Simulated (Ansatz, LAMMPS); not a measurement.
**What do other settings change for glassy 76SiO2-9BaO-7SrO-4Li2O-4ZrO2 (mol %) (128 atoms)?**

Density of this cell: 3.11 g/cm³. The cell holds 128 atoms: 34 Si, 4 Ba, 3 Sr, 4 Li, 2 Zr and 81 O. Its edges and angles: a = 12.045 Å, b = 12.045 Å, c = 12.045 Å, α = 90.0°, β = 90.0°, γ = 90.0°. 128 atoms (34 Si, 4 Ba, 3 Sr, 4 Li, 2 Zr, 81 O) placed at random at 2.87 g/cm³, melted at 4000 K for 10 ps at fixed volume with the Morse and Coulomb pair potential with partial charges (Pedone, Malavasi, Menziani, Cormack and Segre, J. Phys. Chem. B 110, 11780 (2006)). Quenched from 4000 K to 300 K at 1000 K/ps and fixed volume, held 10 ps at zero pressure, then minimised at fixed cell.

Geometry: as built.

Reference run: Kohn-Sham DFT, PBE, PAW (set soft_2), plane waves (Ansatz 0.2.0), cutoff 420 eV, Γ point, fixed occupations.

| Item | Value |
| --- | --- |
| r.m.s. force component | 1.009 eV/Å |
| pressure | 5.452 GPa |
| gap (highest filled to lowest empty level) | 2.571 eV |
| SCF cycles | 9 |
| time | 26 s on 8 threads of Arm Neoverse V1, shared host |

**Question.** The same geometry is run again with each of these changes. How far do the results move, and how long does each run take?
- support functions low
- support functions medium
- support functions medium, radius 3.55 Å
- support functions medium, radius 3.81 Å
- scf.algorithm = "density_mixing", scf.mixing.algorithm = "msr1", scf.mixing.beta = 0.3 and scf.mixing.ndim = 2

Each row is set against the plane-wave reference (Kohn-Sham DFT, PBE, PAW (set soft_2), plane waves; r.m.s. force component 1.01 eV/Å). Energies are set beside the reference only for runs with its functional, potentials and electron count. Times are for 8 threads of Arm Neoverse V1, shared host. The reference's time includes the DOS, the stress and grids, which some other runs skip.

```
                                                                                                           run  Δ force, r.m.s. (meV/Å)  share of r.m.s. force (%)  Δ energy (meV/atom)  Δ pressure (GPa)  Δ gap (eV)  cycles     time  host memory (GiB)
                                                                                                     reference                        -                          -                    -                 -           -       9     26 s                2.7
                                                                                         support functions low                     1.51                      0.149                -4.63                 -     -0.0052      14  1.7 min                5.4
                                                                                      support functions medium                     1.16                      0.115                -4.63                 -     -0.0039      16  1.9 min                5.4
                                                                       support functions medium, radius 3.55 Å                    0.976                     0.0968                -4.64                 -     -0.0036      16  1.8 min                5.2
                                                                       support functions medium, radius 3.81 Å                    0.758                     0.0751                -4.63                 -     -0.0015      16  2.2 min                5.7
scf.algorithm = "density_mixing", scf.mixing.algorithm = "msr1", scf.mixing.beta = 0.3 and scf.mixing.ndim = 2                    0.016                     0.0016                    0                 0           0      13     29 s                2.7
```

Among numerical settings the force difference runs from 0.016 meV/Å (scf.algorithm = "density_mixing", scf.mixing.algorithm = "msr1", scf.mixing.beta = 0.3 and scf.mixing.ndim = 2) to 1.5 meV/Å (support functions low). At 128 atoms the fastest of the runs at a preset level, support functions low, takes roughly 4.1 times the time of plane waves (whose run also made extra analyses, so the like-for-like ratio is larger), in 14 SCF cycles against 9. Differences between support functions and plane waves include what basis error the plane-wave run still has. 

[Logs are printed without paths, hosts, clocks, repeated set-up lines and the standing remarks that a program may print on its own settings, such as how far it seeks lower states.]

[Hosts, paths, dates, database ids (printed as entryN), source tags and the programs' standing remarks are cut or masked in the printed files.]
